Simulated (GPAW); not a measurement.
# F K-edge XANES of KMnF3 (Pm-3m), part 2 of 3

What does one-electron theory with a core hole give for the F K edge of KMnF3 (Pm-3m)?

GPAW 26.7.0; X-ray absorption from dipole matrix elements to empty bands, plane-wave PAW LDA+U.

So far. Step 2 (The field without a hole): The mesh shows a gap of 2.23 eV, so the hole is first treated in a charged cell, without the excited electron. Step 3 (Spectrum without a core hole, F atom 3): Main maxima below 24 eV (height): 3.7 eV (1.50), 6.0 eV (2.11), 9.5 eV (1.52) and 16.8 eV (1.15). A K edge sees empty p states; the first features are F p mixed into the empty d states of the Mn neighbours, and the broad ones above probably into the cations' higher empty bands.

**5. Spectrum with FCH, F atom 3**

The holes are 7.3 Å apart. In GPAW the data set carries the hole's charge, so charge=0 means a charged cell and charge=-1 a neutral one. The excited electron is left out and a uniform background balances the charge. After the field has converged, empty bands are computed with the density fixed and the dipole matrix elements are summed.

Contents of xas.py:

```python
import numpy as np
from ase import Atoms
from ase.parallel import parprint, paropen
from gpaw import GPAW, PW, FermiDirac, Mixer, MixerDif, setup_paths
from gpaw.test import gen
setup_paths.insert(0, '.')
gen('F', name='fch1s', xcname='LDA', corehole=(1, 0, 1), write_xml=True)
from gpaw.mpi import world
world.barrier()

atoms = Atoms('Mn4K4F12',
    cell=[[4.1893, 4.1893, 4.1893],
     [-4.1893, 4.1893, -4.1893],
     [-4.1893, -4.1893, 4.1893]],
    scaled_positions=[[0, 0, 0],
     [0, 0.5, 0.5],
     [0.5, 0, 0.5],
     [0.5, 0.5, 0],
     [0.5, 0, 0],
     [0.5, 0.5, 0.5],
     [0, 0, 0.5],
     [0, 0.5, 0],
     [0.25, 0, 0.25],
     [0.25, 0.5, 0.75],
     [0.75, 0, 0.75],
     [0.75, 0.5, 0.25],
     [0.25, 0.25, 0],
     [0.25, 0.75, 0.5],
     [0.75, 0.25, 0.5],
     [0.75, 0.75, 0],
     [0, 0.75, 0.75],
     [0, 0.25, 0.25],
     [0.5, 0.75, 0.25],
     [0.5, 0.25, 0.75]],
    magmoms=[4.0, 4.0, 4.0, 4.0, 0.0, 0.0, 0.0, 0.0, 0.0, 0.0, 0.0, 0.0, 0.0, 0.0, 0.0, 0.0, 0.0, 0.0, 0.0, 0.0],
    pbc=True)
atoms.calc = calc = GPAW(legacy_gpaw=True, mode=PW(500), xc='LDA', setups={'Mn': ':d,4', 8: 'fch1s'},
    kpts={'size': (2, 2, 2), 'gamma': True}, occupations=FermiDirac(0.02),
    charge=0, mixer=MixerDif(0.05, 8, 50), maxiter=150,
    convergence={'density': 0.0001}, txt='scf.txt')
energy = atoms.get_potential_energy() + calc.get_reference_energy()
ef = calc.get_fermi_level()
out = dict(energy=energy, fermi=ef, forces=atoms.get_forces().tolist(), magmoms=atoms.get_magnetic_moments().tolist())
parprint(f'all-electron energy {energy:.4f} eV, Fermi level {ef:.4f} eV')
ev = np.array([[calc.get_eigenvalues(k, s) for k in range(len(calc.get_ibz_k_points()))] for s in range(calc.get_number_of_spins())])
out['homo'], out['lumo'], out['counts'] = ev[ev < ef].max(), ev[ev > ef].min(), sorted(set((ev < ef).sum((0, 2)).tolist()))
out['filled'] = (ev[:, 0] < ef).sum(1).tolist()

from ase.units import Ha
from gpaw.xas import dipole_matrix_elements
nb = int(calc.get_number_of_electrons() / 2) + 197
top, nb = nb, nb + 8 + nb // 12
nscf = calc.fixed_density(kpts={'size': (3, 3, 3), 'gamma': True}, nbands=nb,
    convergence={'bands': top, 'eigenstates': 1e-5}, maxiter=60, txt='nscf.txt')
cell = atoms.cell.array
ops = [cell.T @ U.T @ np.linalg.inv(cell.T) for U in nscf.wfs.kd.symmetry.op_scc]
filled = [100, 80]  # bands filled in the ground state, by spin
E = np.arange(-6, 34, 0.1)
fwhm = np.interp(E, [4, 25], [0.9, 3.5])
Y, X, zero, highest = 0, 0, 1e9, 1e9
for spin in range(nscf.get_number_of_spins()):
    wfs = nscf.wfs
    A = dipole_matrix_elements(wfs.setups[8])
    eps = np.zeros((wfs.kd.nibzkpts, nb))
    d = np.zeros((3, A.shape[1], wfs.kd.nibzkpts, nb), complex)
    for kpt in wfs.kpt_u:
        if kpt.s == spin and 8 in kpt.P_ani:
            eps[kpt.k] = kpt.eps_n * Ha
            d[:, :, kpt.k] = (kpt.weight * wfs.nspins / 2) ** 0.5 * np.inner(A, kpt.P_ani[8])
    world.sum(eps)
    world.sum(d)
    T = np.einsum('amkn,bmkn->abkn', d, d.conj()).real
    T = sum(np.einsum('ai,ijkn,bj->abkn', R, T, R) for R in ops) / len(ops)
    empty = np.ones_like(eps, bool) & (np.arange(nb) >= filled[spin])
    zero, highest = min(zero, eps[empty].min()), min(highest, eps[:, top - 1].min())
    lines = [(eps, T, empty)] if spin == 0 else lines + [(eps, T, empty)]
for eps, T, empty in lines:
    f = np.einsum('aakn->akn', T).reshape(3, -1)
    x = eps.ravel() - zero
    w = np.interp(x, E, fwhm) / 2.35482
    g = np.exp(-0.5 * ((E[:, None] - x) / w) ** 2) / (w * (2 * np.pi) ** 0.5)
    Y = Y + (f * empty.ravel()) @ g.T
    X = X + (f * ~empty.ravel()) @ g.T
out.update(E=E.round(2).tolist(), xas=Y.tolist(), xes=X.tolist(), zero=zero, valid=highest - zero, nk=len(eps), nb=nb)
for i in range(0, len(E), 10):
    parprint(f'{E[i]:7.2f}', *(f'{v:10.3e}' for v in Y[:, i]))
import json
with paropen('out.json', 'w') as f:
    json.dump(out, f)
```

Started as:

```bash
OMP_NUM_THREADS=1 mpirun -n 4 gpaw python xas.py
```

Numbers of over 12 decimals in the logs are rounded to 6 here.

Output:

```text
Input parameters:
  convergence: {density: 0.0001}
  kpts: {gamma: True,
         size: (2, 2, 2)}
  maxiter: 150
  mixer: {backend: pulay,
          beta: 0.05,
          method: difference,
          nmaxold: 8,
          weight: 50}
  mode: {ecut: 500.0,
         name: pw}
  occupations: {fixmagmom: False,
                name: fermi-dirac,
                width: 0.02}
  setups: {8: fch1s,
           Mn: :d,4}

Initialize ...

[... PAW data sets ...]

Reference energy: -222868.752451  # eV

Spin-polarized calculation.
Initial magnetic moment: 16.000000

[... convergence settings ...]
Symmetries present (total): 8
  [... symmetry matrices ...]

8 k-points: 2 x 2 x 2 Monkhorst-Pack grid + [1/4,1/4,1/4]
4 k-points in the irreducible part of the Brillouin zone
       k-points in crystal coordinates                weights
   0:     0.00000000    0.00000000    0.00000000          1/8
   1:     0.50000000    0.00000000    0.50000000          2/8
   2:     0.50000000    0.50000000    0.00000000          4/8
   3:     0.50000000    0.50000000    0.50000000          1/8

Wave functions: Plane wave expansion
  Cutoff energy: 500.000 eV
  Number of coefficients (min, max): 7419, 7520
  Pulay-stress correction: 0.000000 eV/Ang^3 (de/decut=0.000000)
  Using FFTW library
  Wavefunction extrapolation:
    Improved wavefunction reuse through dual PAW basis

Occupation numbers: Fermi-Dirac:
  width: 0.0200  # eV

Eigensolver
   Davidson(niter=2)

Densities:
  Coarse grid: 40*40*40 grid
  Fine grid: 80*80*80 grid
  Total Charge: 1.000000

Density mixing:
  Method: difference
  Backend: pulay
  Linear mixing parameter: 0.05
  old densities: 8
  Width of damping distribution: 1.1
  Damping of long wavelength oscillations: 50

[... Hamiltonian set-up ...]
Number of atoms: 20
Number of atomic orbitals: 120
Number of bands in calculation: 120
Number of valence electrons: 180
Bands to converge: occupied

... initialized

Initializing position-dependent things.

Density initialized from atomic densities
Creating initial wave functions:
  120 bands from LCAO basis set

                        F
                         F
                   F    MnF
                            F
                    K         K
              F      F  F Mn
               F K       F
        F     Mn   F    Mn

                    K

Atomic positions and initial magnetic moments

Positions:
   0 Mn     0.000000    0.000000    0.000000    ( 0.0000,  0.0000,  4.0000)
   1 Mn    -4.189300    0.000000    0.000000    ( 0.0000,  0.0000,  4.0000)
   2 Mn     0.000000    0.000000    4.189300    ( 0.0000,  0.0000,  4.0000)
   3 Mn     0.000000    4.189300    0.000000    ( 0.0000,  0.0000,  4.0000)
   4 K      2.094650    2.094650    2.094650    ( 0.0000,  0.0000,  0.0000)
   5 K     -2.094650    2.094650    2.094650    ( 0.0000,  0.0000,  0.0000)
   6 K     -2.094650   -2.094650    2.094650    ( 0.0000,  0.0000,  0.0000)
[...]
17 F     -2.094650    0.000000    0.000000    ( 0.0000,  0.0000,  0.0000)
  18 F     -2.094650    4.189300    0.000000    ( 0.0000,  0.0000,  0.0000)
  19 F     -2.094650    0.000000    4.189300    ( 0.0000,  0.0000,  0.0000)

Unit cell:
           periodic     x           y           z      points  spacing
  1. axis:    yes    4.189300    4.189300    4.189300    40     0.1481
  2. axis:    yes   -4.189300    4.189300   -4.189300    40     0.1481
  3. axis:    yes   -4.189300   -4.189300    4.189300    40     0.1481

  Lengths:   7.256080   7.256080   7.256080
  Angles:  109.471221 109.471221 109.471221

Effective grid spacing dv^(1/3) = 0.1663

iter:   1  -157.320236                   +16.0870
iter:   2  -157.665471   -1.11  -1.29    +18.8261
iter:   3  -151.731918   -0.75  -1.32    +19.8568
iter:   4  -151.678424   -2.22  -1.59    +19.8464
iter:   5  -151.927431   -1.50  -1.62    +19.9488
[...]
Converged after 17 iterations.

Dipole moment: (0.000000, 0.000000, -0.964637) |e|*Ang

Total magnetic moment: (0.000000, 0.000000, 20.000000)
Local magnetic moments:
   0 Mn ( 0.000000,  0.000000,  4.553095)
   1 Mn ( 0.000000,  0.000000,  4.549985)
   2 Mn ( 0.000000,  0.000000,  4.553095)
   3 Mn ( 0.000000,  0.000000,  4.549985)
   4 K  ( 0.000000,  0.000000,  0.000038)
   5 K  ( 0.000000,  0.000000,  0.000038)
   6 K  ( 0.000000,  0.000000,  0.000038)
   7 K  ( 0.000000,  0.000000,  0.000038)
   8 F  ( 0.000000,  0.000000, -0.072970)
   9 F  ( 0.000000,  0.000000,  0.043641)
  10 F  ( 0.000000,  0.000000,  0.055670)
  11 F  ( 0.000000,  0.000000,  0.043641)
  12 F  ( 0.000000,  0.000000,  0.044877)
  13 F  ( 0.000000,  0.000000,  0.044877)
  14 F  ( 0.000000,  0.000000,  0.044877)
  15 F  ( 0.000000,  0.000000,  0.044877)
  16 F  ( 0.000000,  0.000000,  0.044877)
  17 F  ( 0.000000,  0.000000,  0.044877)
  18 F  ( 0.000000,  0.000000,  0.044877)
  19 F  ( 0.000000,  0.000000,  0.044877)

Energy contributions relative to reference atoms: (reference = -222868.752451)

Kinetic:       +138.544498
Potential:     -137.206161
External:        +0.000000
XC:            -152.819414
Entropy (-ST):   -0.000000
Local:           +0.020515
SIC:             +0.000000
--------------------------
Free energy:   -151.460563
Extrapolated:  -151.460563

Spin contamination: 1.539254 electrons
Showing only first 2 kpts
                      Up                     Down
 Kpt  Band  Eigenvalues  Occupancy  Eigenvalues  Occupancy
  0    88      0.77305    1.00000      8.30563    0.00000
  0    89      0.87585    1.00000      8.32078    0.00000
  0    90      0.92154    1.00000      8.32078    0.00000
  0    91      0.92154    1.00000      8.34285    0.00000

  1    88      0.81494    1.00000      8.23771    0.00000
  1    89      0.98183    1.00000      8.24559    0.00000
  1    90      1.01195    1.00000      8.30039    0.00000
  1    91      1.19401    1.00000      8.44876    0.00000

Fermi level: 4.16070

Gap: 1.790 eV
Transition (v -> c):
  (s=0, k=0, n=99, [0.00, 0.00, 0.00]) -> (s=0, k=0, n=100, [0.00, 0.00, 0.00])
No difference between direct/indirect transitions

Forces in eV/Ang:
  0 Mn    0.00000   -0.00000   -3.21260
  1 Mn    0.00000    0.00000   -0.00000
  2 Mn    0.00000   -0.00000    3.21260
  3 Mn    0.00000   -0.00000   -0.00000
  4 K     0.38816    0.38816   -0.00000
  5 K    -0.38816    0.38816   -0.00000
  6 K    -0.38816   -0.38816   -0.00000
[...]
17 F     0.54682    0.00000    0.33866
 18 F    -0.54682   -0.00000   -0.33866
 19 F     0.54682   -0.00000   -0.33866
Scalar-relativistic atomic LDA calculation for F (Fluorine, Z=9)
Core hole in 1s state (1s occupation: 1.0)
300 radial gridpoints.
|------------------------------------------------|
|------------------------------------------------|
[... the atom generator's iteration count ...]

Energy contributions:
-------------------------
Kinetic:      +73.074518
XC:            -7.529720
Potential:   -138.883139
-------------------------
Total:        -73.338341

state      eigenvalue         ekin         rmax
-----------------------------------------------
1s^1.0 :   -27.508849    38.870947        0.112
2s^2.0 :    -1.877741     5.094802        0.712
2p^5.0 :    -1.212468     4.802793        0.605
-----------------------------------------------
(units: Bohr and Hartree)

Generating PAW setup
Kinetic energy of the core from tauc = 38.910803
Cutoffs:
rc(s)=1.200
rc(p)=1.200
rc(d)=1.200
rc(vbar)=1.080
rc(comp)=1.200
rc(nct)=1.200

Kinetic energy of the core states: 38.870947
Charge: 1.0
Core electrons: 1.0
Valence electrons: 7.0
Pseudo-core charge: 0.000102
Shape function alpha=6.944
Pseudo-electron charge 5.398325
state    eigenvalue         norm
--------------------------------
2s(2) :    -1.877741     1.039630
*s    :    -0.877741
2p(5) :    -1.212468     0.663793
*p    :    -0.212468
*d    :     0.000000
--------------------------------

Diagonalizing with gridspacing h=0.050

state   all-electron     PAW
-------------------------------
2s:      -1.877741    -1.879888
2p:      -1.212468    -1.215269
*d:                   -0.058611
*f:                   -0.013370
-------------------------------
all-electron energy -223020.2130 eV, Fermi level 4.1607 eV
  -6.00  2.356e-75  2.356e-75  6.668e-75
  -5.00  1.229e-56  1.229e-56  3.382e-56
  -4.00  6.832e-41  6.832e-41  1.825e-40
  -3.00  4.049e-28  4.049e-28  1.048e-27
  -2.00  2.567e-18  2.567e-18  6.409e-18
  -1.00  1.776e-11  1.776e-11  4.227e-11
  -0.00  1.497e-07  1.497e-07  3.298e-07
[...]
31.00  6.458e-05  6.458e-05  9.798e-05
  32.00  5.252e-05  5.252e-05  7.184e-05
  33.00  4.602e-05  4.602e-05  5.565e-05
```

Elapsed: 5.7 min, on 4 MPI ranks of Arm Neoverse V2, shared host; peak memory 0.71 GiB; 23 min of CPU time.

The F K spectrum, F atom 3, full core hole (charged cell) (energy from the lowest empty level; intensity scaled to a mean of 1 over the first 20 eV):

| E (eV) | intensity |
| --- | --- |
| -2.0 | 0.00 |
| -1.0 | 0.00 |
| 0.0 | 0.00 |
| 1.0 | 0.09 |
| 2.0 | 1.51 |
| 3.0 | 1.84 |
| 4.0 | 2.40 |
| 5.0 | 1.60 |
| 6.0 | 1.68 |
| 7.0 | 1.06 |
| 8.0 | 1.05 |
| 9.0 | 0.84 |
| 10.0 | 0.84 |
| 11.0 | 0.59 |
| 12.0 | 0.36 |
| 13.0 | 0.35 |
| 14.0 | 0.62 |
| 15.0 | 1.09 |
| 16.0 | 1.29 |
| 17.0 | 1.10 |
| 18.0 | 0.82 |
| 19.0 | 0.62 |
| 20.0 | 0.59 |
| 21.0 | 0.73 |
| 22.0 | 0.94 |
| 23.0 | 1.09 |
| 24.0 | 1.14 |
| 25.0 | 1.16 |
| 26.0 | 1.20 |
| 27.0 | 1.30 |
| 28.0 | 1.42 |
| 29.0 | 1.50 |
| 30.0 | 1.42 |
| 31.0 | 1.20 |
| 32.0 | 0.93 |

Main maxima below 24 eV (height): 2.4 eV (1.84), 3.8 eV (2.51), 5.8 eV (1.70) and 15.9 eV (1.29). 

The hole costs E(hole) − E(ground) = 674.74 eV, and the lowest empty level of the hole cell on the spectrum's mesh lies at 5.17 eV, which puts the zero at 679.91 eV.

**6. Cell without a hole, the energy reference**

The cell and mesh change for the next run, so it gets a reference energy of its own.

Contents of scf.py:

```python
import numpy as np
from ase import Atoms
from ase.parallel import parprint, paropen
from gpaw import GPAW, PW, FermiDirac, Mixer, MixerDif, setup_paths
from gpaw.test import gen
setup_paths.insert(0, '.')
gen('F', name='nch1s', xcname='LDA', corehole=(1, 0, 0), write_xml=True)
from gpaw.mpi import world
world.barrier()

atoms = Atoms('MnKF3',
    cell=[[4.1893, 0, 0],
     [0, 4.1893, 0],
     [0, 0, 4.1893]],
    scaled_positions=[[0, 0, 0],
     [0.5, 0.5, 0.5],
     [0, 0, 0.5],
     [0, 0.5, 0],
     [0.5, 0, 0]],
    magmoms=[4.0, 0.0, 0.0, 0.0, 0.0],
    pbc=True)
atoms.calc = calc = GPAW(legacy_gpaw=True, mode=PW(500), xc='LDA', setups={'Mn': ':d,4', 2: 'nch1s'},
    kpts={'size': (3, 3, 3), 'gamma': True}, occupations=FermiDirac(0.02),
    charge=0, mixer=MixerDif(0.05, 8, 50), maxiter=150,
    convergence={'density': 0.0001}, txt='scf.txt')
energy = atoms.get_potential_energy() + calc.get_reference_energy()
ef = calc.get_fermi_level()
out = dict(energy=energy, fermi=ef, forces=atoms.get_forces().tolist(), magmoms=atoms.get_magnetic_moments().tolist())
parprint(f'all-electron energy {energy:.4f} eV, Fermi level {ef:.4f} eV')
ev = np.array([[calc.get_eigenvalues(k, s) for k in range(len(calc.get_ibz_k_points()))] for s in range(calc.get_number_of_spins())])
out['homo'], out['lumo'], out['counts'] = ev[ev < ef].max(), ev[ev > ef].min(), sorted(set((ev < ef).sum((0, 2)).tolist()))
out['filled'] = (ev[:, 0] < ef).sum(1).tolist()
import json
with paropen('out.json', 'w') as f:
    json.dump(out, f)
```

Started as:

```bash
OMP_NUM_THREADS=1 mpirun -n 4 gpaw python scf.py
```

Output:

```text
Input parameters:
  convergence: {density: 0.0001}
  kpts: {gamma: True,
         size: (3, 3, 3)}
  maxiter: 150
  mixer: {backend: pulay,
          beta: 0.05,
          method: difference,
          nmaxold: 8,
          weight: 50}
  mode: {ecut: 500.0,
         name: pw}
  occupations: {fixmagmom: False,
                name: fermi-dirac,
                width: 0.02}
  setups: {2: nch1s,
           Mn: :d,4}

[...]
--------------------------------
2s(2) :    -1.089490     1.062936
*s    :    -0.089490
2p(5) :    -0.415007     0.777410
*p    :     0.584993
*d    :     0.000000
--------------------------------

Diagonalizing with gridspacing h=0.050

state   all-electron     PAW
-------------------------------
2s:      -1.089490    -1.091166
2p:      -0.415007    -0.417133
*d:                    0.051257
*f:                    0.077758
-------------------------------
all-electron energy -55923.7444 eV, Fermi level 4.7013 eV
[key lines of the parts left out:]
Converged after 17 iterations.
Dipole moment: (-0.000000, 0.000000, 0.000000) |e|*Ang
Free energy:    -30.726087
Fermi level: 4.70125
```

The job ended after 6.8 s (4 MPI ranks; peak memory 0.2 GiB; 27 s of CPU time).

**7. Spectrum with FCH, F atom 3**

A smaller cell brings the holes closer; here they are 4.2 Å apart.

Changed against the first core-hole run: supercell atoms from 20 to 5; the field's mesh follows (2×2×2 to 3×3×3).

Changes to xas.py since step 5:

```diff
@@ -10,11 +10,7 @@
 
-atoms = Atoms('Mn4K4F12',
-    cell=[[4.1893, 4.1893, 4.1893],
-     [-4.1893, 4.1893, -4.1893],
-     [-4.1893, -4.1893, 4.1893]],
+atoms = Atoms('MnKF3',
+    cell=[[4.1893, 0, 0],
+     [0, 4.1893, 0],
+     [0, 0, 4.1893]],
     scaled_positions=[[0, 0, 0],
-     [0, 0.5, 0.5],
-     [0.5, 0, 0.5],
-     [0.5, 0.5, 0],
-     [0.5, 0, 0],
      [0.5, 0.5, 0.5],
@@ -22,18 +18,7 @@
      [0, 0.5, 0],
-     [0.25, 0, 0.25],
-     [0.25, 0.5, 0.75],
-     [0.75, 0, 0.75],
-     [0.75, 0.5, 0.25],
-     [0.25, 0.25, 0],
-     [0.25, 0.75, 0.5],
-     [0.75, 0.25, 0.5],
-     [0.75, 0.75, 0],
-     [0, 0.75, 0.75],
-     [0, 0.25, 0.25],
-     [0.5, 0.75, 0.25],
-     [0.5, 0.25, 0.75]],
-    magmoms=[4.0, 4.0, 4.0, 4.0, 0.0, 0.0, 0.0, 0.0, 0.0, 0.0, 0.0, 0.0, 0.0, 0.0, 0.0, 0.0, 0.0, 0.0, 0.0, 0.0],
+     [0.5, 0, 0]],
+    magmoms=[4.0, 0.0, 0.0, 0.0, 0.0],
     pbc=True)
-atoms.calc = calc = GPAW(legacy_gpaw=True, mode=PW(500), xc='LDA', setups={'Mn': ':d,4', 8: 'fch1s'},
-    kpts={'size': (2, 2, 2), 'gamma': True}, occupations=FermiDirac(0.02),
+atoms.calc = calc = GPAW(legacy_gpaw=True, mode=PW(500), xc='LDA', setups={'Mn': ':d,4', 2: 'fch1s'},
+    kpts={'size': (3, 3, 3), 'gamma': True}, occupations=FermiDirac(0.02),
     charge=0, mixer=MixerDif(0.05, 8, 50), maxiter=150,
@@ -50,5 +35,5 @@
 from gpaw.xas import dipole_matrix_elements
-nb = int(calc.get_number_of_electrons() / 2) + 197
+nb = int(calc.get_number_of_electrons() / 2) + 52
 top, nb = nb, nb + 8 + nb // 12
-nscf = calc.fixed_density(kpts={'size': (3, 3, 3), 'gamma': True}, nbands=nb,
+nscf = calc.fixed_density(kpts={'size': (4, 4, 4), 'gamma': True}, nbands=nb,
     convergence={'bands': top, 'eigenstates': 1e-5}, maxiter=60, txt='nscf.txt')
@@ -56,3 +41,3 @@
 ops = [cell.T @ U.T @ np.linalg.inv(cell.T) for U in nscf.wfs.kd.symmetry.op_scc]
-filled = [100, 80]  # bands filled in the ground state, by spin
+filled = [25, 20]  # bands filled in the ground state, by spin
 E = np.arange(-6, 34, 0.1)
@@ -62,3 +47,3 @@
     wfs = nscf.wfs
-    A = dipole_matrix_elements(wfs.setups[8])
+    A = dipole_matrix_elements(wfs.setups[2])
     eps = np.zeros((wfs.kd.nibzkpts, nb))
@@ -66,5 +51,5 @@
     for kpt in wfs.kpt_u:
-        if kpt.s == spin and 8 in kpt.P_ani:
+        if kpt.s == spin and 2 in kpt.P_ani:
             eps[kpt.k] = kpt.eps_n * Ha
-            d[:, :, kpt.k] = (kpt.weight * wfs.nspins / 2) ** 0.5 * np.inner(A, kpt.P_ani[8])
+            d[:, :, kpt.k] = (kpt.weight * wfs.nspins / 2) ** 0.5 * np.inner(A, kpt.P_ani[2])
     world.sum(eps)
```

Started as:

```bash
OMP_NUM_THREADS=1 mpirun -n 4 gpaw python xas.py
```

Output:

```text
Input parameters:
  convergence: {density: 0.0001}
  kpts: {gamma: True,
         size: (3, 3, 3)}
  maxiter: 150
  mixer: {backend: pulay,
          beta: 0.05,
          method: difference,
          nmaxold: 8,
          weight: 50}
  mode: {ecut: 500.0,
         name: pw}
  occupations: {fixmagmom: False,
                name: fermi-dirac,
                width: 0.02}
  setups: {2: fch1s,
           Mn: :d,4}

[...]
2s:      -1.877741    -1.879888
2p:      -1.212468    -1.215269
*d:                   -0.058611
*f:                   -0.013370
-------------------------------
all-electron energy -55249.6424 eV, Fermi level 3.1868 eV
  -6.00  1.862e-78  1.862e-78  6.932e-75
  -5.00  2.868e-59  2.868e-59  3.557e-56
  -4.00  4.757e-43  4.757e-43  1.941e-40
  -3.00  8.473e-30  8.473e-30  1.127e-27
[...]
32.00  5.120e-05  5.120e-05  8.454e-05
  33.00  4.991e-05  4.991e-05  7.351e-05
[key lines of the parts left out:]
Converged after 17 iterations.
Dipole moment: (-0.000000, 0.000000, 0.000000) |e|*Ang
Free energy:    -59.944960
Fermi level: 3.18685
```

Wall time 25 s (4 MPI ranks); peak memory 0.29 GiB.

These settings depart from the first run's and aren't meant as converged.

The scaled spectrum changes by 33 % r.m.s. Another feature, at 6.4 eV (2.10), becomes the highest below 16 eV; the one at 3.8 eV (2.51) is now at 3.5 eV (1.56).

| E (eV) | first run | this run |
| --- | --- | --- |
| -2.0 | 0.00 | 0.00 |
| -0.5 | 0.00 | 0.00 |
| 1.0 | 0.09 | 0.09 |
| 2.5 | 1.81 | 1.17 |
| 4.0 | 2.40 | 1.26 |
| 5.5 | 1.65 | 1.90 |
| 7.0 | 1.06 | 1.74 |
| 8.5 | 0.92 | 1.32 |
| 10.0 | 0.84 | 1.30 |
| 11.5 | 0.45 | 0.50 |
| 13.0 | 0.35 | 0.35 |
| 14.5 | 0.86 | 0.66 |
| 16.0 | 1.29 | 1.14 |
| 17.5 | 0.95 | 1.09 |
| 19.0 | 0.62 | 0.69 |
| 20.5 | 0.65 | 0.58 |
| 22.0 | 0.94 | 0.86 |
| 23.5 | 1.12 | 1.21 |
| 25.0 | 1.16 | 1.39 |
| 26.5 | 1.24 | 1.35 |
| 28.0 | 1.42 | 1.30 |
| 29.5 | 1.48 | 1.38 |
| 31.0 | 1.20 | 1.23 |

(Continued in part 3 of 3.)

[Banner, clock and machine lines of the logs are left out without a mark of their own.]

[Logs are printed without paths, hosts, clocks, repeated set-up lines and the standing remarks that a program may print on its own settings, such as how far it seeks lower states.]

[Hosts, paths, dates, database ids (printed as entryN), source tags and the programs' standing remarks are cut or masked in the printed files.]

[Lists of maxima count a maximum above −3 eV only where it reaches 4 % of the highest in the window and stands out from its surroundings by 2 % of it (1.5 % where it reaches 55 %); shoulders and weaker maxima are passed over, and of the rest the first, up to two pre-edge ones and the few strongest are named.]
